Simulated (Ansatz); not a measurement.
# How Ta (Im-3m) expands on warming, part 2 of 3

How much does Ta expand with temperature?

Ansatz 0.2.0; DFT LDA, scalar-relativistic, plane waves, PAW; PAW set soft_1.

So far. Step 2 (Probe on a coarse mesh): The start is under -11 GPa at this level and looks like a metal on this mesh. The relaxed cell has a = 3.246 Å (conventional setting).

## Step 4: Relaxation

Phonons are second derivatives about a minimum, so cell and atoms are relaxed first, inside the symmetry of the start.

The input, input.yaml:

```yaml
crystal:
  lattice:
    - [-1.6231883322, 1.6231883322, 1.6231883322]
    - [1.6231883322, -1.6231883322, 1.6231883322]
    - [1.6231883322, 1.6231883322, -1.6231883322]
  atoms:
    - { symbol: Ta, position: [0.0, 0.0, 0.0] }
kpoints:
  mp_grid: { grid: [18, 18, 18] }
hamiltonian:
  xc: lda
  pseudopotentials: { kind: paw, azcp: { folder: soft_1 }, xc_functional: pbe }
scf:
  occupations: { method: gaussian, width: 0.1 }
  lower_state_search: "off"
output:
  forces: true
  stress: true
  eigenvalues: true
  write_density: true
  write_potential: true
  elf: true
  volumetric_format: npy
relax:
  adjacent_minimum: "off"
  f_tol: 0.005
  max_steps: 80
  cell: { stress_tol: 0.05 }
```

The run is started by

```sh
$ ansatz run input.yaml --threads 8 --pin off --max-ram 16384MiB --backend cpu --events-out ev --progress --plain --runs-dir out
```

Numbers of over 12 decimals in the logs are rounded to 6 here.

Log:

```text
[...]
Crystal: 1 atoms, lattice volume = 17.107 Å³
Basis set: ecut = 420 eV, 321 PW (Γ)
Bands: 11, of which v1, the nominal top of the filled ones, is band 7 counted from 1 (6 counted from 0)
Symmetry: 48 space group operations
[...]
k-points: 195 of 5832
[...]
SCF iter   1: F=—  HF=-9683.470412 eV  |F-HF|=—  |Δ(HF+E_count)|=         —  Δρ=3.84e-2  dr2=2.49e-1  ethr=3.10e-3  ⟨swp⟩=5.0  Hψ=11060  notcnv=0
[...]
SCF iter   6: F=-9683.366577 eV  HF=-9683.366577 eV  |F-HF|=4.91e-11  |Δ(HF+E_count)|=   2.39e-9  Δρ=1.35e-6  dr2=7.32e-11  ethr=7.53e-11  ⟨swp⟩=4.3  Hψ=10057  notcnv=0
SCF 1 converged in 6 iterations: F = -9683.366577 eV  dr2 = 7.32e-11
[...]
relax step   1: F+E_penalty+E_count = -9683.36657721 eV  Δ(F+E_penalty+E_count) = +0.000e0 eV  max|allowed force component| = 0.000e0 eV/Å  Δτ_max = 0.0000 Å  P = +1.312 GPa  Ω = 17.107 Å³  (6 SCF iters, dr2 threshold 1.00e-7 eV, accepted)
Crystal: 1 atoms, lattice volume = 17.472 Å³
[...]
SCF iter   3: F=-9683.364184 eV  HF=-9683.364184 eV  |F-HF|=2.36e-8  |Δ(HF+E_count)|=   2.31e-6  Δρ=1.62e-5  dr2=2.12e-8  ethr=7.69e-10  ⟨swp⟩=5.5  Hψ=11525  notcnv=0
SCF 2 converged in 3 iterations: F = -9683.364184 eV  dr2 = 2.12e-8
relax step   2: F+E_penalty+E_count = -9683.36418403 eV  Δ(F+E_penalty+E_count) = +2.393e-3 eV  max|allowed force component| = 0.000e0 eV/Å  Δτ_max = 0.0000 Å  P = -3.289 GPa  Ω = 17.472 Å³  energy of the carried Pulay correction = -4.108e-5 eV  (3 SCF iters, dr2 threshold 1.00e-7 eV, rejected (line search))
Crystal: 1 atoms, lattice volume = 17.209 Å³
[...]
SCF iter   5: F=-9683.366973 eV  HF=-9683.366973 eV  |F-HF|=1.82e-12  |Δ(HF+E_count)|=  1.00e-10  Δρ=7.04e-8  dr2=3.10e-13  ethr=1.00e-12  ⟨swp⟩=4.0  Hψ=9078  notcnv=0
SCF 3 converged in 5 iterations: F = -9683.366973 eV  dr2 = 3.10e-13
relax step   3: F+E_penalty+E_count = -9683.36697276 eV  Δ(F+E_penalty+E_count) = -3.956e-4 eV  max|allowed force component| = 0.000e0 eV/Å  Δτ_max = 0.0000 Å  P = -0.033 GPa  Ω = 17.209 Å³  energy of the carried Pulay correction = -1.162e-5 eV  (5 SCF iters, accepted)
[...]
SCF iter   3: F=-9683.366984 eV  HF=-9683.366984 eV  |F-HF|=5.46e-12  |Δ(HF+E_count)|=   1.77e-7  Δρ=1.80e-7  dr2=4.17e-12  ethr=1.00e-12  ⟨swp⟩=4.7  Hψ=9032  notcnv=0
SCF 4 converged in 3 iterations: F = -9683.366984 eV  dr2 = 4.17e-12
relax step   4: F+E_penalty+E_count = -9683.36698436 eV  Δ(F+E_penalty+E_count) = -1.160e-5 eV  max|allowed force component| = 0.000e0 eV/Å  Δτ_max = 0.0000 Å  P = -0.032 GPa  Ω = 17.209 Å³  stress off target by 3.24e-2 GPa  SCF on the basis re-selected at this cell (its energy is not comparable with the rows above)  (3 SCF iters)
basis re-selected at this cell: Δ(F+E_penalty+E_count) = -1.160e-5 eV, ΔP = +0.000 GPa vs the last step (what re-selecting the basis moved, of the pressure what is left beyond the Pulay correction that the steps carried, after the strain that the cell walked since its last selection, with what the two solves' SCF thresholds leave and, on support functions, any second-order correction that the steps lacked; it is no measure of the basis error at this ecutwfc). This SCF's stress stands 3.24e-2 GPa from its target on what of the cell is left free (relax.cell.stress_tol is 5.00e-2 GPa) and its largest allowed force component is 0.00e0 eV/Å (relax.f_tol is 5.00e-3 eV/Å): [rest of the remark cut]
SCF converged after 3 iterations
Free energy (F): -9683.366984 eV
[...]
Internal energy: -9683.361289 eV  (E = F + TS)
E sigma→0 (E₀):  -9683.364136 eV
Entropy (-TS):   -0.005696 eV (-5.696 meV/atom)
Fermi energy:    19.126332 eV
[...]
--- Stress (GPa, compression-positive) ---
       -0.032435      -0.000000       0.000000
       -0.000000      -0.032435       0.000000
       -0.000000       0.000000      -0.032435
  P = ⅓ Tr σ = -0.0324 GPa (-0.324 kbar)
--- Band table (eV; the first three rows and the last of 195) ---
  k-point 0: bands = [... 3 lower, -13.6825, 11.0825, 19.8062, 19.8062, 19.8062, 23.2293, 23.2293, 33.9916]
  k-point 1: bands = [... 3 lower, -13.6828, 11.2293, 19.7104, 19.7806, 19.9500, 23.0677, 23.2286, 34.1264]
  k-point 2: bands = [... 3 lower, -13.6837, 11.6533, 19.4469, 19.6710, 20.3768, 22.7332, 23.2352, 34.4727]
  k-point 194: bands = [... 3 lower, -14.6351, 15.0423, 15.0423, 26.3040, 26.3040, 26.3040, 28.2107, 28.2107]
--- Relaxed structure (3 steps of the walk, 2 accepted, 1 SCFs on fresh bases) ---
[...]
cell:  # Å, volume = 17.2093 Å³
    - [-1.626425, 1.626425, 1.626425]
    - [1.626425, -1.626425, 1.626425]
    - [1.626425, 1.626425, -1.626425]
  atoms:
    - { symbol: Ta, position: [0.0, 0.0, 0.0] }
```

It took 1.7 s on 8 threads of Arm Neoverse V1, shared host; peak memory 0.33 GiB; 10 s of CPU time.

Step by step:

| step | energy less that of the first step (eV) | largest force component (eV/Å) | pressure (GPa) | volume (Å³) |
| --- | --- | --- | --- | --- |
| 1 | 0.0000 | 0.0000 | 1.31 | 17.11 |
| 2 | 0.0024 | 0.0000 | -3.29 | 17.47 |
| 3 | -0.0004 | 0.0000 | -0.03 | 17.21 |
| 4* | -0.0004 | 0.0000 | -0.03 | 17.21 |

Relaxation steps marked * repeat the geometry before them on a plane-wave basis chosen anew for their cell, so energy and pressure can jump there. Relaxation step 2 was tried and not accepted.

| conventional cell, symmetrised | before | after | change |
| --- | --- | --- | --- |
| a (Å) | 3.246 | 3.253 | +0.2 % |
| b (Å) | 3.246 | 3.253 | +0.2 % |
| c (Å) | 3.246 | 3.253 | +0.2 % |
| volume (Å³/atom) | 17.11 | 17.21 | +0.6 % |

The relaxed structure:

```
Ta
1.0
    -1.62643    1.62643    1.62643
     1.62643   -1.62643    1.62643
     1.62643    1.62643   -1.62643
Ta
1
Cartesian
  0.0000 0.0000 0.0000
```

This step gave:

- pressure: -0.03244 GPa
- volume per atom: 17.21 Å³/atom

Electrostatic potential energy in the ac plane of the conventional cell at fractional y = 0.000, with atoms of Ta within 0.2 Å of it. With pseudopotentials it is smooth inside the atoms' cores, unlike the true potential.

Values in eV, 14 rows by 14 columns, each cell a mean:
```
-45 -42 -31 -13   4  15  19  20  18  12   0 -19 -36 -43
-39 -34 -22  -6   8  16  20  21  19  14   5 -11 -27 -36
-21 -17  -7   5  13  18  20  21  20  17  11   2 -11 -19
 -2   1   7  13  17  20  21  21  20  19  16  11   5   0
 12  13  15  18  19  20  21  21  21  20  19  17  14  12
 18  19  19  20  21  21  21  20  21  21  20  20  19  18
 20  20  21  21  21  21  20  20  20  21  21  21  21  20
 19  19  20  20  21  21  21  20  21  21  21  20  20  19
 15  15  17  19  20  20  21  21  21  20  20  18  16  15
  3   5  10  14  18  20  21  21  21  19  17  13   8   4
-16 -12  -2   8  14  19  20  21  20  18  13   5  -6 -13
-34 -29 -17  -2  10  17  20  21  19  15   7  -7 -22 -31
-45 -41 -29 -12   5  15  19  20  19  13   1 -17 -34 -42
-45 -45 -34 -16   3  15  19  20  18  12  -2 -21 -39 -45
```
Columns run along a (3.3 Å; values clipped at the 3rd and 97th percentile), rows up along c (3.3 Å), edges of the conventional cell, whose origin can differ from the input's. Atoms in or near the plane, at fractional coordinates: Ta at (0.00, 0.00).

Valence density in the ac plane of the conventional cell at fractional y = 0.000, with atoms of Ta within 0.2 Å of it. It is the smooth field of the valence electrons, not physical close to the nuclei.

Values in e/Å³, 14 rows by 14 columns, each cell a mean:
```
4.2 4.6 3.8 1.9 0.7 0.3 0.2 0.2 0.3 0.4 0.9 2.5 4.3 4.5
4.5 4.2 2.9 1.3 0.5 0.3 0.2 0.2 0.3 0.3 0.7 1.7 3.4 4.3
2.7 2.3 1.4 0.7 0.4 0.3 0.2 0.2 0.3 0.3 0.4 0.9 1.7 2.5
1.0 0.9 0.6 0.4 0.3 0.3 0.2 0.2 0.2 0.3 0.3 0.4 0.7 0.9
0.4 0.4 0.3 0.3 0.3 0.3 0.2 0.2 0.2 0.3 0.3 0.3 0.3 0.4
0.3 0.3 0.3 0.3 0.2 0.2 0.2 0.2 0.2 0.2 0.2 0.3 0.3 0.3
0.2 0.2 0.2 0.2 0.2 0.2 0.2 0.2 0.2 0.2 0.2 0.2 0.2 0.2
0.2 0.2 0.2 0.2 0.2 0.2 0.2 0.2 0.2 0.2 0.2 0.2 0.2 0.2
0.3 0.3 0.3 0.3 0.3 0.2 0.2 0.2 0.2 0.3 0.3 0.3 0.3 0.3
0.7 0.7 0.5 0.4 0.3 0.3 0.2 0.2 0.2 0.3 0.3 0.4 0.5 0.7
2.1 1.8 1.1 0.6 0.4 0.3 0.2 0.2 0.3 0.3 0.4 0.7 1.3 1.9
4.1 3.7 2.4 1.1 0.5 0.3 0.2 0.2 0.3 0.3 0.6 1.4 2.9 3.8
4.4 4.6 3.7 1.8 0.7 0.3 0.2 0.2 0.3 0.4 0.9 2.3 4.2 4.6
3.5 4.4 4.1 2.1 0.7 0.3 0.2 0.2 0.3 0.4 1.0 2.7 4.5 4.2
```
Columns run along a (3.3 Å), rows up along c (3.3 Å), edges of the conventional cell, whose origin can differ from the input's. Atoms in or near the plane, at fractional coordinates: Ta at (0.00, 0.00).

ELF in the ac plane of the conventional cell at fractional y = 0.000, with atoms of Ta within 0.2 Å of it. It is the smooth field of the valence electrons, not physical close to the nuclei.

Ten even steps from '_' (0.10) to '@' (0.72), each cell a mean:
```
--**@@##--..--==--..==%%@@++
%%@@@@**::::==++--::--##@@@@
@@%%**--::--++**++--::==##%%
====--::--++******==::::--==
....::--==++******++==--::..
::--==++**++++++++****++----
====++****++====++******++==
----==++**++++==++****++==--
....::==++++++++++++++--::..
--::::::--++******==--::::--
%%##++--::==++**++--::--**##
@@@@%%++::::==++==::--**@@@@
==##@@##::..--==--..==%%@@**
__==@@%%--..--==::..==@@%%--
```
Columns run along a (3.3 Å), rows up along c (3.3 Å), edges of the conventional cell, whose origin can differ from the input's. Atoms in or near the plane, at fractional coordinates: Ta at (0.00, 0.00).

The relaxation ends with a pressure of -0.03 GPa.

## Step 5: Relaxing to small residual forces and stress

The relaxation is repeated with tighter thresholds on force and stress, since phonons are sensitive to what is left; a change of mesh or smearing in the input moves the cell too.

The input, input.yaml:

```yaml
crystal:
  lattice:
    - [-1.6264250568, 1.6264250568, 1.6264250568]
    - [1.6264250568, -1.6264250568, 1.6264250568]
    - [1.6264250568, 1.6264250568, -1.6264250568]
  atoms:
    - { symbol: Ta, position: [0.0, 0.0, 0.0] }
kpoints:
  mp_grid: { grid: [20, 20, 20] }
hamiltonian:
  xc: lda
  pseudopotentials: { kind: paw, azcp: { folder: soft_1 }, xc_functional: pbe }
scf:
  occupations: { method: methfessel_paxton, width: 0.2 }
  lower_state_search: "off"
output:
  forces: true
  stress: true
  eigenvalues: true
relax:
  adjacent_minimum: "off"
  f_tol: 0.001
  max_steps: 60
  cell: { stress_tol: 0.01 }
```

Log:

```text
[...]
Crystal: 1 atoms, lattice volume = 17.209 Å³
Basis set: ecut = 420 eV, 321 PW (Γ)
Bands: 11, of which v1, the nominal top of the filled ones, is band 7 counted from 1 (6 counted from 0)
Symmetry: 48 space group operations
[...]
k-points: 256 of 8000
[...]
k-point 255: bands = [... 3 lower, -14.6597, 15.0277, 15.0277, 26.2736, 26.2736, 26.2736, 28.1823, 28.1823]
--- Relaxed structure (3 steps of the walk, 2 accepted, 1 SCFs on fresh bases) ---
[...]
cell:  # Å, volume = 17.2246 Å³
    - [-1.626909, 1.626909, 1.626909]
    - [1.626909, -1.626909, 1.626909]
    - [1.626909, 1.626909, -1.626909]
  atoms:
    - { symbol: Ta, position: [0.0, 0.0, 0.0] }
[key lines of the parts left out:]
SCF converged after 3 iterations
Free energy (F): -9683.361287 eV
Fermi energy:    19.086993 eV
P = ⅓ Tr σ = -0.0009 GPa (-0.009 kbar)
```

Wall time 1.9 s (8 threads); peak memory 0.35 GiB.

Little changed from the start: no atom moved by 0.005 Å and no cell edge by 0.1 %.

This step gave:

```
pressure        : -9.32e-4 GPa
volume per atom : 17.22 Å³/atom
```

The residual pressure is -9.3e-4 GPa, small enough for phonons.

(Continued in part 3 of 3.)

[Logs are printed without paths, hosts, clocks, repeated set-up lines and the standing remarks that a program may print on its own settings, such as how far it seeks lower states.]

[Hosts, paths, dates, database ids (printed as entryN), source tags and the programs' standing remarks are cut or masked in the printed files.]

[A step with changed settings may run another functional than the one named; its input shows which.]
